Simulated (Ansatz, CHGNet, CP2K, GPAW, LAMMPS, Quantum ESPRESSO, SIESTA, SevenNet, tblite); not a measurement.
# Glassy 40SiO2-28Al2O3-16Li2O-16SrO (mol %) (85 atoms): one structure in several programs

How near do other programs and methods come to a plane-wave reference for glassy 40SiO2-28Al2O3-16Li2O-16SrO (mol %) (85 atoms)? A plane-wave run serves as the reference.

Calculated with Quantum ESPRESSO 7.5; Kohn-Sham DFT, PBE, SSSP efficiency 1.3.0 pseudopotentials, plane waves.

**1. The structure**

The cell holds 85 atoms: 10 Si, 14 Al, 8 Li, 4 Sr and 49 O. Cell: a = 10.152 Å, b = 10.152 Å, c = 10.152 Å, α = 90.0°, β = 90.0°, γ = 90.0°. 85 atoms (10 Si, 14 Al, 8 Li, 4 Sr, 49 O) placed at random at 2.93 g/cm³, melted at 4000 K for 10 ps at fixed volume with the Morse and Coulomb pair potential with partial charges (Pedone, Malavasi, Menziani, Cormack and Segre, J. Phys. Chem. B 110, 11780 (2006)). Quenched from 4000 K to 300 K at 6 K/ps and fixed volume, held 5 ps, then minimised at fixed cell.

**2. The reference run**

pw.in

```
&control
  calculation = 'scf'
  pseudo_dir = './pseudo'
  outdir = './tmp'
  disk_io = 'none'
  tprnfor = .true.
  tstress = .true.
/
&system
  ibrav = 0
  nat = 85
  ntyp = 5
  ecutwfc = 60
  ecutrho = 480
  nosym = .true.
  occupations = 'smearing'
  smearing = 'fd'
  degauss = 0.003675
/
&electrons
  conv_thr = 4.3e-07
  electron_maxstep = 100
  mixing_beta = 0.4
  mixing_mode = 'plain'
  diagonalization = 'david'
/
ATOMIC_SPECIES
Si 28.085 Si.upf
Al 26.982 Al.upf
Li 6.940 Li.upf
Sr 87.620 Sr.upf
O 15.999 O.upf
CELL_PARAMETERS angstrom
10.15170 0.00000 0.00000
0.00000 10.15170 0.00000
0.00000 0.00000 10.15170
ATOMIC_POSITIONS crystal
Si 0.75706 0.32435 0.74161
Si 0.11876 0.28916 0.66301
Si 0.19136 0.46030 0.15665
Si 0.27031 0.12093 0.87191
Si 0.90786 0.20996 0.25280
Si 0.08655 0.73274 0.84905
Si 0.99995 0.79697 0.28788
Si 0.71011 0.59982 0.66480
Si 0.49346 0.33996 0.91758
Si 0.59145 0.67399 0.25477
Al 0.94300 0.46752 0.94742
Al 0.30347 0.40753 0.44956
[... 69 atom lines left out ...]
O 0.58559 0.60582 0.57239
O 0.58975 0.03352 0.00993
O 0.23810 0.28644 0.55357
O 0.30367 0.99861 0.78829
K_POINTS gamma
```

Command:

```sh
$ OMP_NUM_THREADS=1 mpirun -np 4 pw.x -in pw.in > output.txt
```

Log:

```text
Program PWSCF
     gamma-point specific algorithms are used
     one sub-group per band group will be used
     scalapack distributed-memory algorithm (size of sub-group:  2*  2 procs)
     Parallelization info
     sticks:   dense  smooth     PW     G-vecs:    dense   smooth      PW
     Min        3511    1756    437               313520   110796   13863
     Max        3516    1760    440               313524   110800   13868
     Sum       14053    7033   1757              1254089   443191   55467
     bravais-lattice index     =            0
     lattice parameter (alat)  =      19.1839  a.u.
     unit-cell volume          =    7060.1337 (a.u.)^3
     number of atoms/cell      =           85
     number of atomic types    =            5
     number of electrons       =       440.00
[... lines left out ...]
     scf convergence threshold =      4.3E-07
[... lines left out ...]
     number of k points=     1  Fermi-Dirac smearing, width (Ry)=  0.0037
[... lines left out ...]
     total energy              =   -3110.59150947 Ry
[... lines left out ...]
     total energy              =   -3115.10978947 Ry
[... lines left out ...]
     total energy              =   -3115.16008922 Ry
[... lines left out ...]
     total energy              =   -3115.20764593 Ry
[... lines left out ...]
     total energy              =   -3115.20764720 Ry
[... lines left out ...]
   -29.8329 -29.5811 -29.4056 -29.1806 -15.5577 -15.1231 -14.7941 -14.7470
   -14.6160 -14.4406 -14.3884 -14.3326 -14.1920 -14.0560 -13.8812 -13.8719
[...]
11.6765  11.7099  11.8020  11.9245  12.0073  12.1506  12.2324  12.2412
    12.3203  12.3617  12.4311  12.4809  12.6115  12.7014  12.7300  12.7782
     the Fermi energy is     6.5646 ev
!    total energy              =   -3115.20764771 Ry
     estimated scf accuracy    <       0.00000017 Ry
     smearing contrib. (-TS)   =      -0.00000000 Ry
     internal energy E=F+TS    =   -3115.20764771 Ry
     The total energy is F=E-TS. E is the sum of the following terms:
     one-electron contribution =    -854.57591656 Ry
     hartree contribution      =     663.71330902 Ry
     xc contribution           =    -573.37656194 Ry
     ewald contribution        =   -1399.93143958 Ry
     one-center paw contrib.   =    -951.03703864 Ry
     convergence has been achieved in  11 iterations
     negative rho (up, down):  2.640E-01 0.000E+00
     Forces acting on atoms (cartesian axes, Ry/au):
     atom    1 type  1   force =     0.00452573    0.04397501    0.03493745
     atom    2 type  1   force =     0.03094440   -0.01053565   -0.02899501
     atom    3 type  1   force =     0.00290347   -0.02559226    0.01496504
[...]
atom   84 type  5   force =     0.03039755   -0.03802234   -0.01346167
     atom   85 type  5   force =     0.02376869   -0.09407308   -0.06837526
     Total force =     0.470952     Total SCF correction =     0.001081
     Computing stress (Cartesian axis) and pressure
     negative rho (up, down):  2.640E-01 0.000E+00
          total   stress  (Ry/bohr**3)                   (kbar)     P=       46.18
   0.00026110  -0.00004435   0.00000117           38.41       -6.52        0.17
  -0.00004435   0.00035394   0.00006286           -6.52       52.07        9.25
   0.00000117   0.00006286   0.00032674            0.17        9.25       48.07
     Message from routine punch:
     Nothing written, as per user request (disk_io='none')
```

Elapsed: 2.4 min, on 4 MPI ranks of Arm Neoverse V2, shared host; peak memory 3.1 GiB; 9.5 min of CPU time.

Banners, paths, timers and routine set-up lines are dropped from the logs unmarked, and long logs keep their key lines alone; longer cuts are marked.

Numbers from this run:

| Item | Value |
| --- | --- |
| r.m.s. force component | 0.7583 eV/Å |
| longest force | 3.052 eV/Å |
| pressure | 4.618 GPa |
| gap (highest filled to lowest empty level) | 3.671 eV |

**3. Structure statistics**

Pair distribution functions g(r), in bins of 0.2 Å:

```
r (Å)  total   O-O  O-Al  O-Si  O-Li  O-Sr  Al-Al
 1.50   0.66  0.00  0.00  4.84  0.00  0.00   0.00
 1.70   2.79  0.00  8.77  8.30  0.00  0.00   0.00
 1.90   0.71  0.00  2.00  0.00  3.07  0.00   0.00
 2.10   0.40  0.00  0.28  0.00  3.23  0.00   0.00
 2.30   0.07  0.00  0.00  0.00  0.63  0.00   0.00
 2.50   0.48  0.96  0.10  0.00  0.51  1.28   0.00
 2.70   1.68  3.83  0.25  0.00  0.87  2.58   0.00
 2.90   1.11  1.87  0.14  0.00  0.87  2.54   1.01
 3.10   1.14  1.23  0.25  0.36  0.65  1.55   4.37
 3.30   1.08  0.86  0.61  0.85  0.59  0.76   1.60
 3.50   0.83  0.54  1.19  0.76  0.44  1.40   1.41
 3.70   0.91  0.61  1.16  1.62  1.15  0.31   0.31
 3.90   1.10  0.66  1.67  1.51  1.61  0.41   0.55
 4.10   1.05  0.83  1.34  1.57  1.39  0.77   0.00
 4.30   1.08  0.51  1.61  1.67  1.27  1.14   0.90
 4.50   1.19  1.01  1.71  1.22  1.57  1.69   0.00
 4.70   0.89  0.92  0.74  1.04  0.78  0.87   1.33
 4.90   0.95  1.28  0.68  0.75  0.92  1.06   0.53
```

Bonds by pair of elements; cutoffs follow the first minimum of g(r), held within bounds set by covalent radii, and pairs that aren't listed don't count as bonded (cutoffs were set anew for this text, so counts can differ from the run's own analysis):

| pair A-B | cutoff (Å) | bonds | mean length (Å) | spread (Å) | shortest (Å) | B about A | A about B |
| --- | --- | --- | --- | --- | --- | --- | --- |
| O-Al | 2.33 | 57 | 1.77 | 0.077 | 1.70 | 1.16 | 4.07 |
| O-Si | 2.08 | 40 | 1.61 | 0.03 | 1.54 | 0.816 | 4 |
| O-Li | 2.43 | 28 | 2.06 | 0.126 | 1.90 | 0.571 | 3.5 |
| O-Sr | 3.27 | 31 | 2.86 | 0.192 | 2.55 | 0.633 | 7.75 |

The cutoff for O-Sr falls short of the minimum of g(r), so counts run low and odd coordinations can be artefacts.

How many atoms have how many bonded neighbours:

```csv
element,mean,2,3,4,5,7,8
Al,4.07,0,0,13,1,0,0
Li,3.5,0,5,2,1,0,0
O,3.18,7,26,16,0,0,0
Si,4,0,0,10,0,0,0
Sr,7.75,0,0,0,0,1,3
```

Oxygen atoms by the number of network formers (Si, P, Ge, B, Al, As, Ga) bound to them:

```
network formers bound to O  O atoms  per cent
                         0        0         0
                         1        4       8.2
                         2       42      85.7
                         3        3       6.1
```

Network units: each former by its oxygen neighbours and how many of them bridge to another former:

| former | O neighbours | bridging O | atoms |
| --- | --- | --- | --- |
| Si | 4 | 3 | 4 |
| Si | 4 | 4 | 6 |
| Al | 4 | 4 | 13 |
| Al | 5 | 5 | 1 |

Rings of the network by King's shortest-path rule, up to 12 atoms, one path for each pair of neighbours; H, halogens, alkali and alkaline-earth atoms are left out, and the last column divides by all other atoms, bonded or not:

```
ring size (atoms)  rings  per network atom
                6      3             0.041
                8      6             0.082
               10     10             0.137
               12     13             0.178
```

**4. What was run beside it**

The programs:
- CHGNet: machine-learned potential, published weights.
- CP2K 2026.2: Gaussian basis with GTH pseudopotentials and a plane-wave density; labels give functional, basis (MOLOPT sets; SR short-range, UZH the newer set with its own potentials), grid cutoff/relative cutoff and solver (OT: orbital transformation; TRS4, TC2, SIGN: linear-scaling purification with its sparsity filter), or its built-in tight binding.
- GPAW 26.7.0: PAW with atomic orbitals (LCAO), plane waves or a real-space grid of spacing h.
- SIESTA 5.4.2: numerical atomic orbitals, whose automatically made sets are far from complete, with PseudoDojo norm-conserving potentials that we converted to its format (checked against plane waves on the same files for H, C, O, Si, Ge and Ca alone); labels give functional, basis size, energy shift and mesh cutoff.
- SevenNet: machine-learned potential, published weights.
- tblite 0.8.0: extended tight binding, driven from Python.

All use the same cell and atoms; the electronic-structure runs use the same k-mesh, and an electronic temperature of 580 K (0.05 eV) where levels are smeared.

Differences are against the plane-wave reference, forces as r.m.s. over components; share is that over the reference's r.m.s. force, slope the least-squares factor from reference forces to these. Total energies of different programs have different zeros and aren't compared.

| run | Δ force, r.m.s. (meV/Å) | share (%) | slope | Δ pressure (GPa) | Δ gap (eV) | cores | CPU time | memory (GiB) |
| --- | --- | --- | --- | --- | --- | --- | --- | --- |
| reference | - | - | - | - | - | 4 | 9.5 min | 3.1 |
| CHGNet r2SCAN potential | 276 | 36.4 | 0.668 | -4.67 | - | 1 | 3.4 s | 1.3 |
| CP2K PBE+D3(BJ), DZVP-MOLOPT-SR, 600/50 Ry, diagonalisation | 83.5 | 11.0 | 0.978 | -2.60 | -0.0876 | 4 | 4.8 min | 4 |
| CP2K PBE, DZVP-MOLOPT-SR, 300/50 Ry, diagonalisation (coarse) | 124 | 16.3 | 0.979 | -0.108 | -0.0891 | 2 | 3.2 min | 1.2 |
| CP2K PBE, DZVP-MOLOPT-SR, 600/50 Ry, TRS4 filter 1e-03, SCF 1e-04 (coarse) | 206 | 27.1 | 0.923 | -0.0364 | - | 4 | 99 s | 2.6 |
| CP2K PBE, DZVP-MOLOPT-SR, 600/50 Ry, TRS4 filter 1e-07, SCF 1e-07 | 79.8 | 10.5 | 0.980 | -0.295 | - | 4 | 2.9 min | 2.6 |
| CP2K PBE, DZVP-MOLOPT-SR, 600/50 Ry, diagonalisation | 82.5 | 10.9 | 0.978 | -0.288 | -0.0876 | 4 | 4.8 min | 3.9 |
| CP2K PBE, SZV-MOLOPT-SR, 600/50 Ry, diagonalisation (coarse) | 959 | 127 | 1.940 | 16.7 | -1.44 | 1 | 2.6 min | 2.4 |
| GPAW PBE, LCAO dzp, h 0.18 Å | 270 | 35.5 | 1.304 | - | -0.103 | 1 | 3.6 min | 1.7 |
| GPAW PBE, LCAO sz(dzp), h 0.18 Å (coarse) | 1003 | 132 | 1.984 | - | -0.766 | 1 | 67 s | 1.3 |
| GPAW PBE, LCAO szp(dzp), h 0.18 Å (coarse) | 306 | 40.4 | 1.329 | - | -0.109 | 1 | 2.7 min | 1.6 |
| SIESTA PBE, DZ, shift 0.01 Ry, mesh 500 Ry (coarse) | 816 | 108 | 1.824 | 10.1 | -0.378 | 2 | 2.5 min | 1.5 |
| SIESTA PBE, DZP, shift 0.01 Ry, mesh 500 Ry | 277 | 36.5 | 1.278 | 4.06 | -0.187 | 2 | 7.1 min | 2.5 |
| SIESTA PBE, SZP, shift 0.01 Ry, mesh 500 Ry (coarse) | 501 | 66.1 | 1.528 | 6.96 | -0.161 | 2 | 5.4 min | 2.2 |
| SevenNet 0 potential | 58.5 | 7.71 | 0.971 | -0.170 | - | 1 | 6.7 s | 0.97 |
| SevenNet l3i5 potential | 52.1 | 6.88 | 0.966 | -0.299 | - | 1 | 8.8 s | 1.6 |
| tblite IPEA1-xTB | 407 | 53.7 | 0.809 | -4.78 | - | 1 | 6.1 s | 0.13 |

Rows marked coarse were listed beforehand as settings not expected to be converged; some can still land near the reference.

Times of the machine-learned potentials are mostly Python's start and the loading of weights.

CPU time is summed over cores on a shared host, where runs went side by side, so it is rough. Symmetry, cutoffs, thresholds, outputs and thread counts weren't matched or tuned between programs; memory under MPI is the largest rank's times the ranks.

Runs without a result: CP2K GFN1-xTB, diagonalisation (not converged, the SCF not settling); tblite GFN2-xTB (not converged, the SCF not settling); CP2K HSE06 with ADMM, PBE0 potentials, DZVP-UZH, 600/50 Ry, OT DIIS (cut off at its time limit of 51 min).

Mean charges by element (e), by run and scheme:

```
                                                              run     scheme     Si     Al     Li     Sr      O
      CP2K PBE+D3(BJ), DZVP-MOLOPT-SR, 600/50 Ry, diagonalisation   Mulliken  +0.67  +1.10  +0.68  +1.18  -0.66
CP2K PBE, DZVP-MOLOPT-SR, 600/50 Ry, TRS4 filter 1e-07, SCF 1e-07   Mulliken  +0.67  +1.10  +0.68  +1.18  -0.66
             CP2K PBE, DZVP-MOLOPT-SR, 600/50 Ry, diagonalisation   Mulliken  +0.67  +1.10  +0.68  +1.18  -0.66
                      SIESTA PBE, DZP, shift 0.01 Ry, mesh 500 Ry  Hirshfeld  +0.40  +0.38  +0.12  +0.61  -0.26
                                                 tblite IPEA1-xTB   Mulliken  +0.36  +0.32  +0.51  +0.78  -0.31
```

Within one program, basis, potentials and functional, energies share a zero. Each run against its twin at the usual cutoff or grid and solver:

```csv
run,twin,Δ energy (meV/atom),"Δ force, r.m.s. (meV/Å)",CPU time over the twin's
"CP2K PBE, DZVP-MOLOPT-SR, 300/50 Ry, diagonalisation","DZVP-MOLOPT-SR, 600/50 Ry, diagonalisation",-3.18,104,0.66 (this twin ran on 4 cores)
"CP2K PBE, DZVP-MOLOPT-SR, 600/50 Ry, TRS4 filter 1e-03, SCF 1e-04","DZVP-MOLOPT-SR, 600/50 Ry, diagonalisation",30.9,152,0.34
"CP2K PBE, DZVP-MOLOPT-SR, 600/50 Ry, TRS4 filter 1e-07, SCF 1e-07","DZVP-MOLOPT-SR, 600/50 Ry, diagonalisation",0.0093,7.00,0.61
```

**5. Summary of results**

- reference r.m.s. force component: 0.758 eV/Å
- nearest in forces: SevenNet l3i5 potential, 6.9 %
- farthest in forces: GPAW PBE, LCAO sz(dzp), h 0.18 Å (coarse), 132 %
- cheapest electronic-structure run beside the reference: tblite IPEA1-xTB, 6.1 s of CPU time

What this shows: The PBE runs in local orbitals, coarse settings apart, differ by 11 % (CP2K PBE, DZVP-MOLOPT-SR, 600/50 Ry, TRS4 filter 1e-07, SCF 1e-07) to 37 % (SIESTA PBE, DZP, shift 0.01 Ry, mesh 500 Ry); basis, grid and potentials can all enter. Tight binding differs by 54 % (tblite IPEA1-xTB); it is another model, with fitted parameters of its own, and the xTB methods hold dispersion. Machine-learned potentials differ by 6.9 % (SevenNet l3i5 potential) to 36 % (CHGNet r2SCAN potential); they were trained on other programs' data, some at another functional. Rows with another functional or a dispersion term differ by 11 % (CP2K PBE+D3(BJ), DZVP-MOLOPT-SR, 600/50 Ry, diagonalisation), which mixes the change of model with differences of basis and potentials. IPEA1-xTB was fitted to ionisation energies and electron affinities, not to forces or charges. Runs with settings chosen to be coarse differ by 16 % (CP2K PBE, DZVP-MOLOPT-SR, 300/50 Ry, diagonalisation) to 132 % (GPAW PBE, LCAO sz(dzp), h 0.18 Å), their programs' other errors included. Of the electronic-structure runs that take under half the reference's CPU time, CP2K PBE, DZVP-MOLOPT-SR, 600/50 Ry, TRS4 filter 1e-07, SCF 1e-07 comes nearest, at 11 % in 2.9 min against 9.5 min. SIESTA PBE, SZP, shift 0.01 Ry, mesh 500 Ry stiffens the forces by a factor of 1.53 while following their directions (correlation 0.968); the slopes of the 3 SIESTA runs lie between 1.28 and 1.82; the difference isn't even, but is largest on one element. At the same functional, gaps differ from the reference's 3.67 eV by between -1.44 and -0.09 eV. In pressure, CP2K PBE, SZV-MOLOPT-SR, 600/50 Ry, diagonalisation misses by +16.7 GPa, at the same functional. Charges hang on model, scheme and program or settings: among these rows the mean for Al runs from +0.32 to +1.10 e. With TRS4, tightening the sparsity filter from 1e-03 to 1e-07, and the SCF threshold with it, takes the force difference from the cubic solver from 152 to 7.0 meV/Å, and the CPU time from 0.34 to 0.61 times the cubic solver's. In the reference: filled and empty levels are parted by 3.67 eV (on the run's k-points); a semilocal functional tends to put such gaps too low. In a disordered cell it changes from sample to sample, and tail or defect levels can set it. In the reference: for some of the pairs, g(r) has its first main peak near 2.7 Å (O-O), 1.8 Å (O-Al), 1.6 Å (O-Si), 2.0 Å (O-Li), 2.8 Å (O-Sr) and 3.1 Å (Al-Al). Periodic xTB results under one method name differ between programs and library versions. The potentials hold different valence shells: 440 electrons in the reference, 424 in GPAW; this bears on time and differences. The reference's pressure holds the uncorrected Pulay stress of its 60 Ry basis, so small pressure differences, and their order, may be the reference's own error. Machine-learned potentials mimic data converged in k, so the reference's own k-point error enters their differences. The quench rate of 6 K/ps is many orders above laboratory rates, so the cell is likely richer in defects and strain than a real sample. The network of bonds at the start is that of the classical potential that made the cell, and needn't be the one that DFT or experiment would give. The reference's pressure of 4.6 GPa belongs to a cell and atoms that aren't relaxed at this level. The electronic-structure runs sample only Γ, in a cell whose shortest periodic width is 10 Å.

[Also dropped from logs without a mark: logging warnings of Python, and SIESTA's first energy breakdown and zero terms.]

[Logs are printed without paths, hosts, clocks, repeated set-up lines and the standing remarks that a program may print on its own settings, such as how far it seeks lower states.]

[Hosts, paths, dates, database ids (printed as entryN), source tags and the programs' standing remarks are cut or masked in the printed files.]
